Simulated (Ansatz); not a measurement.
# Quasi-harmonic thermodynamics of CdF2 (Fm-3m), part 2 of 3

How much does CdF2 expand with temperature?

Ansatz 0.2.0; DFT RPBE, scalar-relativistic, plane waves, PAW.

So far. Step 2 (Probe on a coarse mesh): The start is under 10 GPa at this level and looks like an insulator or semiconductor on this mesh. Step 5 (Relaxing to small residual forces and stress): The residual pressure is -7.1e-6 GPa, small enough for phonons.

### Step 6. Phonons on strained cells, q-mesh 2×2×2

Thermal expansion follows from how the free energy of the vibrations (and of the electrons in a metal) changes with strain, so the program makes strained cells, their phonons and a fit in one run.

Input file input.yaml:

```yaml
crystal:
  lattice:
    - [0.0, 2.7871542825, 2.7871542825]
    - [2.7871542825, 0.0, 2.7871542825]
    - [2.7871542825, 2.7871542825, 0.0]
  atoms:
    - { symbol: Cd, position: [0.0, 0.0, 0.0] }
    - { symbol: F, position: [0.25, 0.25, 0.25] }
    - { symbol: F, position: [0.75, 0.75, 0.75] }
kpoints:
  mp_grid: { grid: [8, 8, 8] }
hamiltonian:
  xc: rpbe
scf:
  occupations: { method: fixed }
output:
  eigenvalues: true
phonons:
  method: dfpt
  qmesh: [2, 2, 2]
  temperatures: { t_max: 800.0, t_step: 50 }
  thermal_expansion: {}
```

The run is started by

```console
> ansatz run input.yaml --threads 4 --pin off --max-ram 8192MiB --backend cpu --events-out ev --progress --plain --runs-dir out
```

Numbers of over 12 decimals in the logs are rounded to 6 here.

What it wrote:

```text
Warning: phonons: the dynamical matrix that this run interpolates holds no multipole term above the dipole-dipole one, and a site of this crystal is no centre of inversion, so its interpolated transverse optical and acoustic branches and sound speeds can stay off near Gamma, and the density of states and the thermodynamics with them. What a run solves at a wave vector of phonons.qpoints, Gamma apart, where the deck admits one, is free of this, and under fd what a larger phonons.supercell samples
The last accepted step is kept in <dir> (removed where the run ends without a failure and the disk answers)
Engine: ansatz 0.2.0, aarch64-unknown-linux-gnu
Pseudopotentials: kind: paw
Pseudopotential: Cd, paw, valence charge 20, recommended cutoff 420 eV (normal), Cd.paw.azcp
Pseudopotential: F, paw, valence charge 7, recommended cutoff 420 eV (normal), F.paw.azcp
Functional definition: RPBE
  parameter kappa = 0.804
  parameter beta = 0.066725
  exchange = rpbe_x(kappa = kappa, mu = beta*pi^2/3)
  correlation = pbe_c(beta = beta)
Crystal: 3 atoms, lattice volume = 43.303 Å³
Basis set: ecut = 487.2 eV, 1067 PW (Γ), exchange–correlation on 60×60×60 points (8 copies of the dense FFT grid, shifted against one another)
Bands: 21, of which v1, the nominal top of the filled ones, is band 17 counted from 1 (16 counted from 0)
Symmetry: 48 space group operations
Space group: Fm-3m (ITA 225), of the structure as read, at distance tolerance 3.5e-5 Å
k-points: 29 of 512
Non-local potential: Cd, projectors of the file, l = 0: 3, l = 1: 2, l = 2: 2, l = 3: 1
Non-local potential: F, projectors of the file, l = 0: 2, l = 1: 2, l = 2: 1
PAW form: soft (Blöchl's): semilocal exchange-correlation on the pseudo side does not see the compensation charge
PAW frozen core: Cd, regenerated for the run's functional, and the local potential with it (the file was generated under x = pbe(κ = 0.804, μ = 0.219515), c = pbe(β = 0.066725))
PAW frozen core: F, regenerated for the run's functional, and the local potential with it (the file was generated under x = pbe(κ = 0.804, μ = 0.219515), c = pbe(β = 0.066725))
PAW one-centre angular grid: Cd, 590 points (default); XC on 64 Gauss nodes
PAW one-centre angular grid: F, 110 points (default); XC on 64 Gauss nodes
Initial density: superposition of atomic densities (neutral atoms: chi_scale 0, normalization atom), corrected by the library's trained network
Initial wavefunctions: pseudopotential atomic-orbital guess
Functional: x = rpbe, c = pbe(β = 0.066725)
SCF iter   1: F=—  HF=-9884.562393 eV  |F-HF|=—  |Δ(HF+E_count)|=         —  Δρ=6.85e-3  dr2=1.68e-2  ethr=1.77e-3  ⟨swp⟩=4.6  Hψ=2230  notcnv=0  defer=54
[...]
SCF converged after 8 iterations
Free energy (F): -9884.559620 eV
Harris-Foulkes:  -9884.559620 eV  (|F-HF|=3.64e-12)
Internal energy: -9884.559620 eV  (E = F + TS)
E sigma→0 (E₀):  -9884.559620 eV
Fermi energy:    5.193455 eV
--- Per-component energies (eV) ---
  E_band       = -522.832257
  E_kinetic    = 917.136021
  E_local      = -4440.578496  (includes V_loc(G=0)·N_el)
  E_nonlocal   = 181.115064
  E_hartree    = 1960.117153
  E_xc         = -336.039808
  E_vxc        = -424.144321  (∫ρ·V_xc dr)
  E_paw        = -4499.098957  (= ΣΔE_a)
  E_vpaw       = -676.597678  (= ΣTr[D̂ρ^β])
  E_aug_tail   = 0.002818  (compensation charges beyond the density's cutoff)
  E_ewald      = -3667.055618
  E_core_change = -0.157798  (= ΣΔE_core)
  E_smearing   = -0.000000  (= −TS)
  E_closure    = -0.000000  (closes the sum)
  Σ components = -9884.559620   (vs F -9884.559620, Δ=0.00e0)
--- Forces (eV/Å), atoms counted from 1 ---
  atom   1  Cd    -0.00000000     0.00000000     0.00000000
  atom   2  F     -0.00000000     0.00000000     0.00000000
  atom   3  F      0.00000000    -0.00000000    -0.00000000
  max |Σ_I F_I| component: 3.47e-18 eV/Å
--- Stress (GPa, compression-positive) ---
       -0.006763      -0.000000       0.000000
        0.000000      -0.006763      -0.000000
        0.000000      -0.000000      -0.006763
  P = ⅓ Tr σ = -0.0068 GPa (-0.068 kbar)
--- Band table (eV; the first three rows and the last of 29) ---
  k-point 0: bands = [... 13 lower, 4.4591, 4.5812, 4.5812, 4.5812, 8.1266, 17.6068, 17.6068, 17.6068]
  k-point 1: bands = [... 13 lower, 4.3214, 4.5564, 4.6430, 4.6430, 8.6499, 16.9312, 17.7926, 17.7926]
  k-point 2: bands = [... 13 lower, 4.0721, 4.1641, 4.6998, 4.6998, 9.8230, 15.7960, 18.2644, 18.2644]
  k-point 28: bands = [... 13 lower, 3.8982, 3.8982, 4.7837, 5.1935, 12.5618, 16.3751, 16.3751, 16.7131]
── thermal expansion: 3 new cells, 3 in all ──
thermal expansion: relaxation of cell 2
thermal expansion: relaxation of cell 3
── thermal expansion: 2 new cells, 5 in all ──
thermal expansion: relaxation of cell 4
thermal expansion: lower-state search of cell 4
thermal expansion: phonons of cell 4
WARN: thermal expansion: vibrations_at_or_below_zero in the phonons of 1 cell: 4
this run last wrote the structure of step 1 to <dir>
--- Relaxed structure (1 steps of the walk, 1 accepted, 0 SCFs on fresh bases) ---
  F+E_penalty+E_count = -9884.55961981 eV   max|allowed force component| = 2.313e-18 eV/Å
  atoms:
    - { symbol: Cd, position: [0.0, 0.0, 0.0] }
    - { symbol: F, position: [0.25, 0.25, 0.25] }
    - { symbol: F, position: [0.75, 0.75, 0.75] }
--- Thermal expansion: 5 cells in 2 rounds, 0 GPa ---
  no lower state was reached at cell 4
  not told: vibrations stand at or below zero in cell 4 (0.375 modes a cell, the lowest at -40.8 cm⁻¹): the crystal is at no minimum there, or its k-points are too few: type the crystal that it becomes, another pressure, or a denser kpoints.mp_grid, in a new run
  vibrations_at_or_below_zero in the phonons of 1 cell: 4
Error: vibrations stand at or below zero in cell 4 (0.375 modes a cell, the lowest at -40.8 cm⁻¹): the crystal is at no minimum there, or its k-points are too few: type the crystal that it becomes, another pressure, or a denser kpoints.mp_grid, in a new run
```

It took 34 s on 4 threads of Arm Neoverse V2, shared host; peak memory 0.74 GiB.

The run ended with an error.

The program's message: “vibrations stand at or below zero in cell 4 (0.375 modes a cell, the lowest at -40.8 cm⁻¹): the crystal is at no minimum there, or its k-points are too few: type the crystal that it becomes, another p …”

### Step 7. The quasi-harmonic study, q-mesh 4×4×4

Thermal expansion follows from how the free energy of the vibrations (and of the electrons in a metal) changes with strain, so the program makes strained cells, their phonons and a fit in one run.

Changes to input.yaml since step 6:

```diff
@@ -19,3 +19,3 @@
   method: dfpt
-  qmesh: [2, 2, 2]
+  qmesh: [4, 4, 4]
   temperatures: { t_max: 800.0, t_step: 50 }
```

What it wrote:

```text
Warning: phonons: the dynamical matrix that this run interpolates holds no multipole term above the dipole-dipole one, and a site of this crystal is no centre of inversion, so its interpolated transverse optical and acoustic branches and sound speeds can stay off near Gamma, and the density of states and the thermodynamics with them. What a run solves at a wave vector of phonons.qpoints, Gamma apart, where the deck admits one, is free of this, and under fd what a larger phonons.supercell samples
The last accepted step is kept in <dir> (removed where the run ends without a failure and the disk answers)
Engine: ansatz 0.2.0, aarch64-unknown-linux-gnu
Pseudopotentials: kind: paw
Pseudopotential: Cd, paw, valence charge 20, recommended cutoff 420 eV (normal), Cd.paw.azcp
Pseudopotential: F, paw, valence charge 7, recommended cutoff 420 eV (normal), F.paw.azcp
Functional definition: RPBE
  parameter kappa = 0.804
  parameter beta = 0.066725
  exchange = rpbe_x(kappa = kappa, mu = beta*pi^2/3)
  correlation = pbe_c(beta = beta)
Crystal: 3 atoms, lattice volume = 43.303 Å³
Basis set: ecut = 487.2 eV, 1067 PW (Γ), exchange–correlation on 60×60×60 points (8 copies of the dense FFT grid, shifted against one another)
Bands: 21, of which v1, the nominal top of the filled ones, is band 17 counted from 1 (16 counted from 0)
Symmetry: 48 space group operations
Space group: Fm-3m (ITA 225), of the structure as read, at distance tolerance 3.5e-5 Å
k-points: 29 of 512
Non-local potential: Cd, projectors of the file, l = 0: 3, l = 1: 2, l = 2: 2, l = 3: 1
Non-local potential: F, projectors of the file, l = 0: 2, l = 1: 2, l = 2: 1
PAW form: soft (Blöchl's): semilocal exchange-correlation on the pseudo side does not see the compensation charge
PAW frozen core: Cd, regenerated for the run's functional, and the local potential with it (the file was generated under x = pbe(κ = 0.804, μ = 0.219515), c = pbe(β = 0.066725))
PAW frozen core: F, regenerated for the run's functional, and the local potential with it (the file was generated under x = pbe(κ = 0.804, μ = 0.219515), c = pbe(β = 0.066725))
PAW one-centre angular grid: Cd, 590 points (default); XC on 64 Gauss nodes
PAW one-centre angular grid: F, 110 points (default); XC on 64 Gauss nodes
Initial density: superposition of atomic densities (neutral atoms: chi_scale 0, normalization atom), corrected by the library's trained network
Initial wavefunctions: pseudopotential atomic-orbital guess
Functional: x = rpbe, c = pbe(β = 0.066725)
SCF iter   1: F=—  HF=-9884.562393 eV  |F-HF|=—  |Δ(HF+E_count)|=         —  Δρ=6.85e-3  dr2=1.68e-2  ethr=1.77e-3  ⟨swp⟩=4.6  Hψ=2230  notcnv=0  defer=54
[...]
SCF converged after 8 iterations
Free energy (F): -9884.559620 eV
Harris-Foulkes:  -9884.559620 eV  (|F-HF|=3.64e-12)
Internal energy: -9884.559620 eV  (E = F + TS)
E sigma→0 (E₀):  -9884.559620 eV
Fermi energy:    5.193455 eV
--- Per-component energies (eV) ---
  E_band       = -522.832257
  E_kinetic    = 917.136021
  E_local      = -4440.578496  (includes V_loc(G=0)·N_el)
  E_nonlocal   = 181.115064
  E_hartree    = 1960.117153
  E_xc         = -336.039808
  E_vxc        = -424.144321  (∫ρ·V_xc dr)
  E_paw        = -4499.098957  (= ΣΔE_a)
  E_vpaw       = -676.597678  (= ΣTr[D̂ρ^β])
  E_aug_tail   = 0.002818  (compensation charges beyond the density's cutoff)
  E_ewald      = -3667.055618
  E_core_change = -0.157798  (= ΣΔE_core)
  E_smearing   = -0.000000  (= −TS)
  E_closure    = -0.000000  (closes the sum)
  Σ components = -9884.559620   (vs F -9884.559620, Δ=0.00e0)
--- Forces (eV/Å), atoms counted from 1 ---
  atom   1  Cd    -0.00000000     0.00000000     0.00000000
  atom   2  F     -0.00000000     0.00000000     0.00000000
  atom   3  F      0.00000000    -0.00000000    -0.00000000
  max |Σ_I F_I| component: 3.47e-18 eV/Å
--- Stress (GPa, compression-positive) ---
       -0.006763      -0.000000       0.000000
        0.000000      -0.006763      -0.000000
        0.000000      -0.000000      -0.006763
  P = ⅓ Tr σ = -0.0068 GPa (-0.068 kbar)
--- Band table (eV; the first three rows and the last of 29) ---
  k-point 0: bands = [... 13 lower, 4.4591, 4.5812, 4.5812, 4.5812, 8.1266, 17.6068, 17.6068, 17.6068]
  k-point 1: bands = [... 13 lower, 4.3214, 4.5564, 4.6430, 4.6430, 8.6499, 16.9312, 17.7926, 17.7926]
  k-point 2: bands = [... 13 lower, 4.0721, 4.1641, 4.6998, 4.6998, 9.8230, 15.7960, 18.2644, 18.2644]
  k-point 28: bands = [... 13 lower, 3.8982, 3.8982, 4.7837, 5.1935, 12.5618, 16.3751, 16.3751, 16.7131]
── thermal expansion: 3 new cells, 3 in all ──
thermal expansion: relaxation of cell 2
thermal expansion: relaxation of cell 3
── thermal expansion: 2 new cells, 5 in all ──
thermal expansion: relaxation of cell 4
thermal expansion: lower-state search of cell 4
thermal expansion: phonons of cell 4
WARN: thermal expansion: vibrations_at_or_below_zero in the phonons of 1 cell: 4
this run last wrote the structure of step 1 to <dir>
--- Relaxed structure (1 steps of the walk, 1 accepted, 0 SCFs on fresh bases) ---
  F+E_penalty+E_count = -9884.55961981 eV   max|allowed force component| = 2.313e-18 eV/Å
  atoms:
    - { symbol: Cd, position: [0.0, 0.0, 0.0] }
    - { symbol: F, position: [0.25, 0.25, 0.25] }
    - { symbol: F, position: [0.75, 0.75, 0.75] }
--- Thermal expansion: 5 cells in 2 rounds, 0 GPa ---
  no lower state was reached at cell 4
  not told: vibrations stand at or below zero in cell 4 (0.047 modes a cell, the lowest at -40.8 cm⁻¹): the crystal is at no minimum there, or its k-points are too few: type the crystal that it becomes, another pressure, or a denser kpoints.mp_grid, in a new run
  vibrations_at_or_below_zero in the phonons of 1 cell: 4
Error: vibrations stand at or below zero in cell 4 (0.047 modes a cell, the lowest at -40.8 cm⁻¹): the crystal is at no minimum there, or its k-points are too few: type the crystal that it becomes, another pressure, or a denser kpoints.mp_grid, in a new run
```

Elapsed: 2.7 min, on 4 threads; peak memory 1.5 GiB; 10 min of CPU time.

The run ended with an error.

The program's message: “vibrations stand at or below zero in cell 4 (0.047 modes a cell, the lowest at -40.8 cm⁻¹): the crystal is at no minimum there, or its k-points are too few: type the crystal that it becomes, another p …”

[end of part 2 of 3]

[Logs are printed without paths, hosts, clocks, repeated set-up lines and the standing remarks that a program may print on its own settings, such as how far it seeks lower states.]

[Hosts, paths, dates, database ids (printed as entryN), source tags and the programs' standing remarks are cut or masked in the printed files.]

[A step with changed settings may run another functional than the one named; its input shows which.]

[Pressures of single members of a volume series are the stress at the run's cutoff; with an incomplete basis they can lie off −dE/dV of the same runs, and they are not shown converged.]
